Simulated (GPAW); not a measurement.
# Near-edge structure at the O K edge of TiO2 (Anatase, I4_1/amd), part 3 of 4

How does the O K edge of TiO2 (Anatase, I4_1/amd) move when the bonds are compressed or stretched?

GPAW 26.7.0; X-ray absorption from dipole matrix elements to empty bands, plane-wave PAW revPBE.

So far. Step 4 (Spectrum with FCH, O atom 3): Main maxima below 24 eV (height): 1.2 eV (1.99), 3.7 eV (2.16), 10.0 eV (1.07), 15.1 eV (1.88) and 22.0 eV (0.97). A K edge sees empty p states; the first features are O p mixed into the empty d states of the Ti neighbours, and the broad ones above probably into the cations' higher empty bands. Ti is d⁰ and octahedral here, so the pair, 2.5 eV apart, is its t₂g and e_g bands.

## (6) Spectrum with FCH, O atom 3

Shorter bonds are expected to push antibonding states and scattering resonances up, and longer ones down; the cell is scaled to test that.

Changed against the first core-hole run: volume scale from 1 to 0.94.

File xas.py:

```python
import numpy as np
from ase import Atoms
from ase.parallel import parprint, paropen
from gpaw import GPAW, PW, FermiDirac, Mixer, MixerDif, setup_paths
from gpaw.test import gen
setup_paths.insert(0, '.')
gen('O', name='fch1s', xcname='revPBE', corehole=(1, 0, 1), write_xml=True)
from gpaw.mpi import world
world.barrier()

atoms = Atoms('Ti4O8',
    cell=[[3.70694975, -3.70694975, 0],
     [3.70694975, 3.70694975, 0],
     [-1.85347488, 1.85347488, 4.66018499]],
    scaled_positions=[[0, 0.25, 0.5],
     [0.5, 0.75, 0.5],
     [0, 0, 0],
     [0.5, 0.5, 0],
     [0.7919, 0, 0.5838],
     [0.2919, 0.5, 0.5838],
     [0.7919, 0.25, 0.0838],
     [0.2919, 0.75, 0.0838],
     [0.2081, 0.25, 0.9162],
     [0.7081, 0.75, 0.9162],
     [0.2081, 0, 0.4162],
     [0.7081, 0.5, 0.4162]],
    pbc=True)
atoms.calc = calc = GPAW(legacy_gpaw=True, mode=PW(500, force_complex_dtype=True), xc='revPBE', setups={4: 'fch1s'},
    kpts={'size': (4, 3, 4), 'gamma': True}, occupations=FermiDirac(0.02),
    charge=0, mixer=Mixer(0.1, 5, 50), maxiter=150,
    convergence={'density': 0.0001, 'eigenstates': 1e-6}, txt='scf.txt')
energy = atoms.get_potential_energy() + calc.get_reference_energy()
ef = calc.get_fermi_level()
out = dict(energy=energy, fermi=ef, forces=atoms.get_forces().tolist())
parprint(f'all-electron energy {energy:.4f} eV, Fermi level {ef:.4f} eV')
ev = np.array([[calc.get_eigenvalues(k, s) for k in range(len(calc.get_ibz_k_points()))] for s in range(calc.get_number_of_spins())])
out['homo'], out['lumo'], out['counts'] = ev[ev < ef].max(), ev[ev > ef].min(), sorted(set((ev < ef).sum((0, 2)).tolist()))
out['filled'] = (ev[:, 0] < ef).sum(1).tolist()

from ase.units import Ha
from gpaw.xas import dipole_matrix_elements
nb = int(calc.get_number_of_electrons() / 2) + 99
top, nb = nb, nb + 8 + nb // 12
nscf = calc.fixed_density(kpts={'size': (5, 5, 5), 'gamma': True}, nbands=nb,
    convergence={'bands': top, 'eigenstates': 5e-3}, maxiter=60, txt='nscf.txt')
cell = atoms.cell.array
ops = [cell.T @ U.T @ np.linalg.inv(cell.T) for U in nscf.wfs.kd.symmetry.op_scc]
filled = [48]  # bands filled in the ground state, by spin
E = np.arange(-6, 34, 0.1)
fwhm = np.interp(E, [4, 25], [0.9, 3.5])
Y, X, zero, highest = 0, 0, 1e9, 1e9
for spin in range(nscf.get_number_of_spins()):
    wfs = nscf.wfs
    mine = wfs.bd.get_slice()  # this rank's bands
    A = dipole_matrix_elements(wfs.setups[4])
    eps = np.zeros((wfs.kd.nibzkpts, nb))
    d = np.zeros((3, A.shape[1], wfs.kd.nibzkpts, nb), complex)
    for kpt in wfs.kpt_u:
        if kpt.s == spin and 4 in kpt.P_ani:
            eps[kpt.k, mine] = kpt.eps_n * Ha
            d[:, :, kpt.k, mine] = (kpt.weight * wfs.nspins / 2) ** 0.5 * np.inner(A, kpt.P_ani[4])
    world.sum(eps)
    world.sum(d)
    T = np.einsum('amkn,bmkn->abkn', d, d.conj()).real
    T = sum(np.einsum('ai,ijkn,bj->abkn', R, T, R) for R in ops) / len(ops)
    empty = np.ones_like(eps, bool) & (np.arange(nb) >= filled[spin])
    zero, highest = min(zero, eps[empty].min()), min(highest, eps[:, top - 1].min())
    lines = [(eps, T, empty)] if spin == 0 else lines + [(eps, T, empty)]
for eps, T, empty in lines:
    f = np.einsum('aakn->akn', T).reshape(3, -1)
    x = eps.ravel() - zero
    w = np.interp(x, E, fwhm) / 2.35482
    g = np.exp(-0.5 * ((E[:, None] - x) / w) ** 2) / (w * (2 * np.pi) ** 0.5)
    Y = Y + (f * empty.ravel()) @ g.T
    X = X + (f * ~empty.ravel()) @ g.T
out.update(E=E.round(2).tolist(), xas=Y.tolist(), xes=X.tolist(), zero=zero, valid=highest - zero, nk=len(eps), nb=nb)
for i in range(0, len(E), 10):
    parprint(f'{E[i]:7.2f}', *(f'{v:10.3e}' for v in Y[:, i]))
import json
with paropen('out.json', 'w') as f:
    json.dump(out, f)
```

Run with:

```bash
$ OMP_NUM_THREADS=1 mpirun -n 4 gpaw python xas.py
```

Numbers of over 12 decimals in the logs are rounded to 6 here.

Output:

```text
Input parameters:
  convergence: {density: 0.0001,
                eigenstates: 1e-06}
  kpts: {gamma: True,
         size: (4, 3, 4)}
  maxiter: 150
  mixer: {backend: pulay,
          beta: 0.1,
          method: separate,
          nmaxold: 5,
          weight: 50}
  mode: {ecut: 500.0,
         force_complex_dtype: True,
         name: pw}
  occupations: {fixmagmom: False,
                name: fermi-dirac,
[...]
*p    :    -0.060364
*d    :     0.000000
--------------------------------

Diagonalizing with gridspacing h=0.050

state   all-electron     PAW
-------------------------------
2s:      -1.610682    -1.612130
2p:      -1.060364    -1.066633
*d:                   -0.064109
*f:                   -0.013753
-------------------------------
all-electron energy -108814.2895 eV, Fermi level 5.5901 eV
[...]
32.00  3.929e-05  3.981e-05  5.464e-05
  33.00  4.326e-05  4.245e-05  6.235e-05
[key lines of the parts left out:]
Converged after 19 iterations.
Dipole moment: (0.174016, -0.174072, 0.035192) |e|*Ang
Free energy:   -119.890468
Fermi level: 5.59006
```

Run time: 3.5 min. Hardware: 4 MPI ranks of Arm Neoverse V1, shared host; peak memory 0.56 GiB; 14 min of CPU time.

| E (eV) | first run | this run |
| --- | --- | --- |
| -2.0 | 0.00 | 0.00 |
| -1.0 | 0.00 | 0.00 |
| 0.0 | 0.08 | 0.05 |
| 1.0 | 1.77 | 1.49 |
| 2.0 | 0.89 | 1.21 |
| 3.0 | 1.26 | 0.51 |
| 4.0 | 2.07 | 2.20 |
| 5.0 | 0.85 | 1.52 |
| 6.0 | 0.07 | 0.27 |
| 7.0 | 0.16 | 0.14 |
| 8.0 | 0.43 | 0.36 |
| 9.0 | 0.85 | 0.78 |
| 10.0 | 1.07 | 1.05 |
| 11.0 | 0.93 | 0.91 |
| 12.0 | 0.82 | 0.71 |
| 13.0 | 1.06 | 0.81 |
| 14.0 | 1.53 | 1.15 |
| 15.0 | 1.88 | 1.63 |
| 16.0 | 1.64 | 1.82 |
| 17.0 | 1.05 | 1.47 |
| 18.0 | 0.65 | 0.92 |
| 19.0 | 0.58 | 0.60 |
| 20.0 | 0.72 | 0.61 |
| 21.0 | 0.89 | 0.78 |
| 22.0 | 0.97 | 0.93 |
| 23.0 | 0.92 | 0.96 |
| 24.0 | 0.82 | 0.89 |
| 25.0 | 0.72 | 0.80 |
| 26.0 | 0.63 | 0.70 |
| 27.0 | 0.58 | 0.62 |
| 28.0 | 0.60 | 0.57 |
| 29.0 | 0.67 | 0.58 |
| 30.0 | 0.76 | 0.65 |
| 31.0 | 0.86 | 0.72 |
| 32.0 | 0.96 | 0.80 |

The scaled spectrum changes by 24 % r.m.s. A shift of +0.4 eV leaves 14 %. The highest intensity below 16 eV goes from 3.7 eV (2.16) to 4.0 eV (2.20).

The photon energy of the zero moves by +0.14 eV.

## (7) Supercell without a hole, the energy reference

The cell changes for the next run, so it gets a reference energy of its own.

The cell differs from the one that the last finished run ended in (a 5.242 → 5.298 Å, b 5.242 → 5.298 Å, c 5.347 → 5.403 Å).

File scf.py:

```python
import numpy as np
from ase import Atoms
from ase.parallel import parprint, paropen
from gpaw import GPAW, PW, FermiDirac, Mixer, MixerDif, setup_paths
from gpaw.test import gen
setup_paths.insert(0, '.')
gen('O', name='nch1s', xcname='revPBE', corehole=(1, 0, 0), write_xml=True)
from gpaw.mpi import world
world.barrier()

atoms = Atoms('Ti4O8',
    cell=[[3.74597314, -3.74597314, 0],
     [3.74597314, 3.74597314, 0],
     [-1.87298657, 1.87298657, 4.70924318]],
    scaled_positions=[[0, 0.25, 0.5],
     [0.5, 0.75, 0.5],
     [0, 0, 0],
     [0.5, 0.5, 0],
     [0.7919, 0, 0.5838],
     [0.2919, 0.5, 0.5838],
     [0.7919, 0.25, 0.0838],
     [0.2919, 0.75, 0.0838],
     [0.2081, 0.25, 0.9162],
     [0.7081, 0.75, 0.9162],
     [0.2081, 0, 0.4162],
     [0.7081, 0.5, 0.4162]],
    pbc=True)
atoms.calc = calc = GPAW(legacy_gpaw=True, mode=PW(500, force_complex_dtype=True), xc='revPBE', setups={4: 'nch1s'},
    kpts={'size': (4, 3, 4), 'gamma': True}, occupations=FermiDirac(0.02),
    charge=0, mixer=Mixer(0.1, 5, 50), maxiter=150,
    convergence={'density': 0.0001, 'eigenstates': 1e-6}, txt='scf.txt')
energy = atoms.get_potential_energy() + calc.get_reference_energy()
ef = calc.get_fermi_level()
out = dict(energy=energy, fermi=ef, forces=atoms.get_forces().tolist())
parprint(f'all-electron energy {energy:.4f} eV, Fermi level {ef:.4f} eV')
ev = np.array([[calc.get_eigenvalues(k, s) for k in range(len(calc.get_ibz_k_points()))] for s in range(calc.get_number_of_spins())])
out['homo'], out['lumo'], out['counts'] = ev[ev < ef].max(), ev[ev > ef].min(), sorted(set((ev < ef).sum((0, 2)).tolist()))
out['filled'] = (ev[:, 0] < ef).sum(1).tolist()
import json
with paropen('out.json', 'w') as f:
    json.dump(out, f)
```

Run with:

```bash
$ OMP_NUM_THREADS=1 mpirun -n 4 gpaw python scf.py
```

Output:

```text
Input parameters:
  convergence: {density: 0.0001,
                eigenstates: 1e-06}
  kpts: {gamma: True,
         size: (4, 3, 4)}
  maxiter: 150
  mixer: {backend: pulay,
          beta: 0.1,
          method: separate,
          nmaxold: 5,
          weight: 50}
  mode: {ecut: 500.0,
         force_complex_dtype: True,
         name: pw}
  occupations: {fixmagmom: False,
                name: fermi-dirac,
[...]
2s(2) :    -0.881898     1.082464
*s    :     0.118102
2p(4) :    -0.329595     0.879738
*p    :     0.670405
*d    :     0.000000
--------------------------------

Diagonalizing with gridspacing h=0.050

state   all-electron     PAW
-------------------------------
2s:      -0.881898    -0.883008
2p:      -0.329595    -0.333354
*d:                    0.048653
*f:                    0.076486
-------------------------------
all-electron energy -109346.0850 eV, Fermi level 5.1297 eV
[key lines of the parts left out:]
Converged after 26 iterations.
Dipole moment: (0.000000, -0.000000, -0.000000) |e|*Ang
Free energy:    -96.584126
Fermi level: 5.12972
```

Elapsed: 55 s, on 4 MPI ranks; peak memory 0.28 GiB.

Reference energy: -109346.085 eV with the cores included.

## (8) Spectrum with FCH, O atom 3

Shorter bonds are expected to push antibonding states and scattering resonances up, and longer ones down; the cell is scaled to test that.

Changed against the first core-hole run: volume scale from 1 to 0.97.

xas.py: that of step 6 with these lines changed.

```diff
@@ -11,5 +11,5 @@
 atoms = Atoms('Ti4O8',
-    cell=[[3.70694975, -3.70694975, 0],
-     [3.70694975, 3.70694975, 0],
-     [-1.85347488, 1.85347488, 4.66018499]],
+    cell=[[3.74597314, -3.74597314, 0],
+     [3.74597314, 3.74597314, 0],
+     [-1.87298657, 1.87298657, 4.70924318]],
     scaled_positions=[[0, 0.25, 0.5],
@@ -41,3 +41,3 @@
 from gpaw.xas import dipole_matrix_elements
-nb = int(calc.get_number_of_electrons() / 2) + 99
+nb = int(calc.get_number_of_electrons() / 2) + 102
 top, nb = nb, nb + 8 + nb // 12
```

Run with:

```bash
$ OMP_NUM_THREADS=1 mpirun -n 4 gpaw python xas.py
```

Output:

```text
Input parameters:
  convergence: {density: 0.0001,
                eigenstates: 1e-06}
  kpts: {gamma: True,
         size: (4, 3, 4)}
  maxiter: 150
  mixer: {backend: pulay,
          beta: 0.1,
          method: separate,
          nmaxold: 5,
          weight: 50}
  mode: {ecut: 500.0,
         force_complex_dtype: True,
         name: pw}
  occupations: {fixmagmom: False,
                name: fermi-dirac,
[...]
*p    :    -0.060364
*d    :     0.000000
--------------------------------

Diagonalizing with gridspacing h=0.050

state   all-electron     PAW
-------------------------------
2s:      -1.610682    -1.612130
2p:      -1.060364    -1.066633
*d:                   -0.064109
*f:                   -0.013753
-------------------------------
all-electron energy -108814.5510 eV, Fermi level 5.2948 eV
[...]
32.00  4.252e-05  4.197e-05  6.157e-05
  33.00  4.834e-05  4.676e-05  6.912e-05
[key lines of the parts left out:]
Converged after 18 iterations.
Dipole moment: (0.176110, -0.176110, 0.036807) |e|*Ang
Free energy:   -120.151955
Fermi level: 5.29477
```

Run time: 2.3 min. Hardware: 4 MPI ranks; peak memory 0.46 GiB; 9.3 min of CPU time.

| E (eV) | first run | this run |
| --- | --- | --- |
| -2.0 | 0.00 | 0.00 |
| -1.0 | 0.00 | 0.00 |
| 0.0 | 0.08 | 0.06 |
| 1.0 | 1.77 | 1.65 |
| 2.0 | 0.89 | 1.03 |
| 3.0 | 1.26 | 0.83 |
| 4.0 | 2.07 | 2.16 |
| 5.0 | 0.85 | 1.19 |
| 6.0 | 0.07 | 0.13 |
| 7.0 | 0.16 | 0.15 |
| 8.0 | 0.43 | 0.40 |
| 9.0 | 0.85 | 0.82 |
| 10.0 | 1.07 | 1.06 |
| 11.0 | 0.93 | 0.91 |
| 12.0 | 0.82 | 0.76 |
| 13.0 | 1.06 | 0.93 |
| 14.0 | 1.53 | 1.34 |
| 15.0 | 1.88 | 1.78 |
| 16.0 | 1.64 | 1.77 |
| 17.0 | 1.05 | 1.26 |
| 18.0 | 0.65 | 0.75 |
| 19.0 | 0.58 | 0.57 |
| 20.0 | 0.72 | 0.66 |
| 21.0 | 0.89 | 0.84 |
| 22.0 | 0.97 | 0.96 |
| 23.0 | 0.92 | 0.94 |
| 24.0 | 0.82 | 0.85 |
| 25.0 | 0.72 | 0.76 |
| 26.0 | 0.63 | 0.66 |
| 27.0 | 0.58 | 0.59 |
| 28.0 | 0.60 | 0.58 |
| 29.0 | 0.67 | 0.62 |
| 30.0 | 0.76 | 0.70 |
| 31.0 | 0.86 | 0.79 |
| 32.0 | 0.96 | 0.87 |

Against the first run the r.m.s. difference is 12 %. The highest intensity below 16 eV goes from 3.7 eV (2.16) to 3.8 eV (2.18).

The photon energy of the zero moves by +0.07 eV.

## (9) Reference energy of the supercell

The cell changes for the next run, so it gets a reference energy of its own.

The cell differs from the one that the last finished run ended in (a 5.298 → 5.405 Å, b 5.298 → 5.405 Å, c 5.403 → 5.512 Å).

scf.py: that of step 7 with these lines changed.

```diff
@@ -11,5 +11,5 @@
 atoms = Atoms('Ti4O8',
-    cell=[[3.74597314, -3.74597314, 0],
-     [3.74597314, 3.74597314, 0],
-     [-1.87298657, 1.87298657, 4.70924318]],
+    cell=[[3.82166976, -3.82166976, 0],
+     [3.82166976, 3.82166976, 0],
+     [-1.91083488, 1.91083488, 4.80440504]],
     scaled_positions=[[0, 0.25, 0.5],
```

Run with:

```bash
$ OMP_NUM_THREADS=1 mpirun -n 4 gpaw python scf.py
```

Output:

```text
Input parameters:
  convergence: {density: 0.0001,
                eigenstates: 1e-06}
  kpts: {gamma: True,
         size: (4, 3, 4)}
  maxiter: 150
  mixer: {backend: pulay,
          beta: 0.1,
          method: separate,
          nmaxold: 5,
          weight: 50}
  mode: {ecut: 500.0,
         force_complex_dtype: True,
         name: pw}
  occupations: {fixmagmom: False,
                name: fermi-dirac,
[...]
warnings.warn('Using symmetrized grid: ({},{},{}).\n'.format(*N_c))
<dir> UserWarning: Using symmetrized grid: (30,28,30).

  warnings.warn('Using symmetrized grid: ({},{},{}).\n'.format(*N_c))
<dir> UserWarning: Using symmetrized grid: (30,28,30).

  warnings.warn('Using symmetrized grid: ({},{},{}).\n'.format(*N_c))
<dir> UserWarning: Using symmetrized grid: (30,28,30).

  warnings.warn('Using symmetrized grid: ({},{},{}).\n'.format(*N_c))
all-electron energy -109346.6421 eV, Fermi level 4.6060 eV
[key lines of the parts left out:]
Converged after 26 iterations.
Dipole moment: (-0.000000, 0.000000, 0.000000) |e|*Ang
Free energy:    -97.141266
Fermi level: 4.60595
```

The job ended after 63 s (4 MPI ranks; peak memory 0.28 GiB).

Reference energy: -109346.642 eV with the cores included.

## (10) Spectrum with FCH, O atom 3

Shorter bonds are expected to push antibonding states and scattering resonances up, and longer ones down; the cell is scaled to test that.

Changed against the first core-hole run: volume scale from 1 to 1.03.

xas.py: that of step 8 with these lines changed.

```diff
@@ -11,5 +11,5 @@
 atoms = Atoms('Ti4O8',
-    cell=[[3.74597314, -3.74597314, 0],
-     [3.74597314, 3.74597314, 0],
-     [-1.87298657, 1.87298657, 4.70924318]],
+    cell=[[3.82166976, -3.82166976, 0],
+     [3.82166976, 3.82166976, 0],
+     [-1.91083488, 1.91083488, 4.80440504]],
     scaled_positions=[[0, 0.25, 0.5],
@@ -41,3 +41,3 @@
 from gpaw.xas import dipole_matrix_elements
-nb = int(calc.get_number_of_electrons() / 2) + 102
+nb = int(calc.get_number_of_electrons() / 2) + 106
 top, nb = nb, nb + 8 + nb // 12
```

Run with:

```bash
$ OMP_NUM_THREADS=1 mpirun -n 4 gpaw python xas.py
```

Output:

```text
Input parameters:
  convergence: {density: 0.0001,
                eigenstates: 1e-06}
  kpts: {gamma: True,
         size: (4, 3, 4)}
  maxiter: 150
  mixer: {backend: pulay,
          beta: 0.1,
          method: separate,
          nmaxold: 5,
          weight: 50}
  mode: {ecut: 500.0,
         force_complex_dtype: True,
         name: pw}
  occupations: {fixmagmom: False,
                name: fermi-dirac,
[...]
warnings.warn('Using symmetrized grid: ({},{},{}).\n'.format(*N_c))
<dir> UserWarning: Initial realspace grid (28,28,30) inconsistent with symmetries.
  warnings.warn(
<dir> UserWarning: Using symmetrized grid: (30,28,30).

  warnings.warn('Using symmetrized grid: ({},{},{}).\n'.format(*N_c))
all-electron energy -108814.5161 eV, Fermi level 4.7475 eV
[...]
32.00  5.161e-05  5.018e-05  7.279e-05
  33.00  5.850e-05  6.028e-05  7.451e-05
[key lines of the parts left out:]
Converged after 18 iterations.
Dipole moment: (0.179281, -0.179281, 0.039078) |e|*Ang
Free energy:   -120.117139
Fermi level: 4.74752
```

Elapsed: 2.6 min, on 4 MPI ranks; peak memory 0.47 GiB; 10 min of CPU time.

| E (eV) | first run | this run |
| --- | --- | --- |
| -2.0 | 0.00 | 0.00 |
| -1.0 | 0.00 | 0.00 |
| 0.0 | 0.08 | 0.10 |
| 1.0 | 1.77 | 1.84 |
| 2.0 | 0.89 | 0.78 |
| 3.0 | 1.26 | 1.66 |
| 4.0 | 2.07 | 1.95 |
| 5.0 | 0.85 | 0.54 |
| 6.0 | 0.07 | 0.05 |
| 7.0 | 0.16 | 0.18 |
| 8.0 | 0.43 | 0.47 |
| 9.0 | 0.85 | 0.89 |
| 10.0 | 1.07 | 1.08 |
| 11.0 | 0.93 | 0.94 |
| 12.0 | 0.82 | 0.89 |
| 13.0 | 1.06 | 1.21 |
| 14.0 | 1.53 | 1.70 |
| 15.0 | 1.88 | 1.89 |
| 16.0 | 1.64 | 1.45 |
| 17.0 | 1.05 | 0.88 |
| 18.0 | 0.65 | 0.60 |
| 19.0 | 0.58 | 0.61 |
| 20.0 | 0.72 | 0.78 |
| 21.0 | 0.89 | 0.93 |
| 22.0 | 0.97 | 0.96 |
| 23.0 | 0.92 | 0.88 |
| 24.0 | 0.82 | 0.78 |
| 25.0 | 0.72 | 0.68 |
| 26.0 | 0.63 | 0.61 |
| 27.0 | 0.58 | 0.59 |
| 28.0 | 0.60 | 0.64 |
| 29.0 | 0.67 | 0.73 |
| 30.0 | 0.76 | 0.83 |
| 31.0 | 0.86 | 0.94 |
| 32.0 | 0.96 | 1.05 |

The scaled spectrum changes by 11 % r.m.s. The highest intensity below 16 eV goes from 3.7 eV (2.16) to 3.5 eV (2.14).

The photon energy of the zero moves by -0.07 eV.

## (11) Supercell without a hole, the energy reference

The cell changes for the next run, so it gets a reference energy of its own.

The cell differs from the one that the last finished run ended in (a 5.405 → 5.457 Å, b 5.405 → 5.457 Å, c 5.512 → 5.565 Å).

scf.py: that of step 9 with these lines changed.

```diff
@@ -11,5 +11,5 @@
 atoms = Atoms('Ti4O8',
-    cell=[[3.82166976, -3.82166976, 0],
-     [3.82166976, 3.82166976, 0],
-     [-1.91083488, 1.91083488, 4.80440504]],
+    cell=[[3.85841884, -3.85841884, 0],
+     [3.85841884, 3.85841884, 0],
+     [-1.92920942, 1.92920942, 4.85060408]],
     scaled_positions=[[0, 0.25, 0.5],
```

Run with:

```bash
$ OMP_NUM_THREADS=1 mpirun -n 4 gpaw python scf.py
```

Output:

```text
Input parameters:
  convergence: {density: 0.0001,
                eigenstates: 1e-06}
  kpts: {gamma: True,
         size: (4, 3, 4)}
  maxiter: 150
  mixer: {backend: pulay,
          beta: 0.1,
          method: separate,
          nmaxold: 5,
          weight: 50}
  mode: {ecut: 500.0,
         force_complex_dtype: True,
         name: pw}
  occupations: {fixmagmom: False,
                name: fermi-dirac,
[...]
2s(2) :    -0.881898     1.082464
*s    :     0.118102
2p(4) :    -0.329595     0.879738
*p    :     0.670405
*d    :     0.000000
--------------------------------

Diagonalizing with gridspacing h=0.050

state   all-electron     PAW
-------------------------------
2s:      -0.881898    -0.883008
2p:      -0.329595    -0.333354
*d:                    0.048653
*f:                    0.076486
-------------------------------
all-electron energy -109346.6668 eV, Fermi level 4.3557 eV
[key lines of the parts left out:]
Converged after 20 iterations.
Dipole moment: (-0.000000, 0.000000, 0.000000) |e|*Ang
Free energy:    -97.165932
Fermi level: 4.35570
```

It took 52 s on 4 MPI ranks; peak memory 0.29 GiB.

Reference energy: -109346.667 eV with the cores included.

(Continued in part 4 of 4.)

[Banner, clock and machine lines of the logs are left out without a mark of their own.]

[Logs are printed without paths, hosts, clocks, repeated set-up lines and the standing remarks that a program may print on its own settings, such as how far it seeks lower states.]

[Hosts, paths, dates, database ids (printed as entryN), source tags and the programs' standing remarks are cut or masked in the printed files.]

[Lists of maxima count a maximum above −3 eV only where it reaches 4 % of the highest in the window and stands out from its surroundings by 2 % of it (1.5 % where it reaches 55 %); shoulders and weaker maxima are passed over, and of the rest the first, up to two pre-edge ones and the few strongest are named.]
